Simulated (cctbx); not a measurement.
## Reading a Patterson map

Space group C2/m (no. 12), a = 10.0050 Å, b = 5.8150 Å, c = 5.9630 Å, α = 90.00°, β = 123.51°, γ = 90.00°, content Mo2 Co10 O16.

The data are simulated with cctbx, not measured: Mo Kα, λ = 0.71073 Å, to d = 0.6 Å, 50 % of the full sphere, strongest reflection 70000 counts, noise from counting, a 2 % proportional error and a noise floor of 8 counts (s.d.); no absorption.

Patterson synthesis, origin scaled to 1000:

```text
Patterson group C 1 2/m 1
      u       v       w   height  length (A)
  0.000   0.000   0.000   1000.0     0.00
  0.122   0.500   0.872    444.9     3.40
  0.250   0.250   0.500    401.4     3.00
  0.000   0.000   0.500    386.5     2.98
  0.246   0.000   0.747    279.3     3.53
  0.128   0.251   0.626    251.8     3.45
  0.123   0.500   0.376    249.3     3.46
  0.000   0.500   0.000    216.2     2.91
  0.250   0.250   0.000    203.1     2.89
 -0.000   0.245   0.240    154.8     2.02
  0.246   0.000   0.249    152.4     2.06
  0.011   0.088   0.623     32.1     2.37
  0.232   0.315   0.873     27.7     3.36
  0.112   0.500  -0.002     27.7     3.12
```

**Question.** Which atom pairs make the peaks, and where is the heaviest atom?

A peak at u stands for all pairs with xi − xj = u, with weight Σ ZiZj against Σ Z² = 11842 at the origin. Peak heights follow these weights only roughly, since form factors, motion and series ripples differ, all vectors within 0.55 Å of a peak are counted as merged into it though the farther ones add only part of their weight, and F(000) is left out, which lowers the whole map:

| u | v | w | shortest length (Å) | height | 1000 ΣZiZj/ΣZ² | pairs in the cell |
| --- | --- | --- | --- | --- | --- | --- |
| 0.122 | 0.500 | 0.872 | 3.40 | 445 | 456 | 4 × Mo–Co, 4 × Co–O |
| 0.250 | 0.250 | 0.500 | 3.00 | 401 | 470 | 4 × Mo–Co, 16 × O–O |
| 0.000 | 0.000 | 0.500 | 2.98 | 386 | 470 | 4 × Mo–Co, 16 × O–O |
| 0.246 | 0.000 | 0.747 | 3.53 | 279 | 455 | 12 × Co–O, 2 × Co–Co, 4 × Mo–O |
| 0.128 | 0.251 | 0.626 | 3.43 | 252 | 319 | 4 × Co–Co, 4 × Co–O |
| 0.123 | 0.500 | 0.376 | 3.46 | 249 | 319 | 4 × Co–Co, 4 × Co–O |
| 0.000 | 0.500 | 0.000 | 2.91 | 216 | 333 | 4 × Co–Co, 16 × O–O |
| 0.250 | 0.250 | 0.000 | 2.89 | 203 | 333 | 4 × Co–Co, 16 × O–O |
| 0.000 | 0.245 | 0.240 | 2.02 | 155 | 332 | 12 × Co–O, 4 × Mo–O |
| 0.246 | 0.000 | 0.249 | 2.06 | 152 | 332 | 12 × Co–O, 4 × Mo–O |

The table stops at ten peaks or at a height of 45, below which ripples compete. In the model behind the data Mo, the heaviest element, has 1 independent site: (1/2, 0, 1/2), up to an allowed shift of origin. No listed peak is a Mo–Mo vector, so the position follows from the cell content and the cross vectors. The whole model:

| atom | mult. | x | y | z | Ueq (Å²) |
| --- | --- | --- | --- | --- | --- |
| Mo1 | 2 | 1/2 | 0 | 1/2 | 0.0092 |
| Co1 | 4 | 0.8767 | 0 | 0.6254 | 0.0118 |
| Co2 | 2 | 1/2 | 0 | 0 | 0.0170 |
| Co3 | 4 | 1/4 | 3/4 | 0 | 0.0144 |
| O1 | 4 | 0.7480 | 0 | 0.7838 | 0.0187 |
| O2 | 8 | 0.5096 | 0.7603 | 0.7670 | 0.0201 |
| O3 | 4 | 0.7354 | 0 | 0.2095 | 0.0279 |

This is a model crystal, built by substitution and not relaxed, with assumed displacement parameters.

[Logs are printed without paths, hosts, clocks, repeated set-up lines and the standing remarks that a program may print on its own settings, such as how far it seeks lower states.]
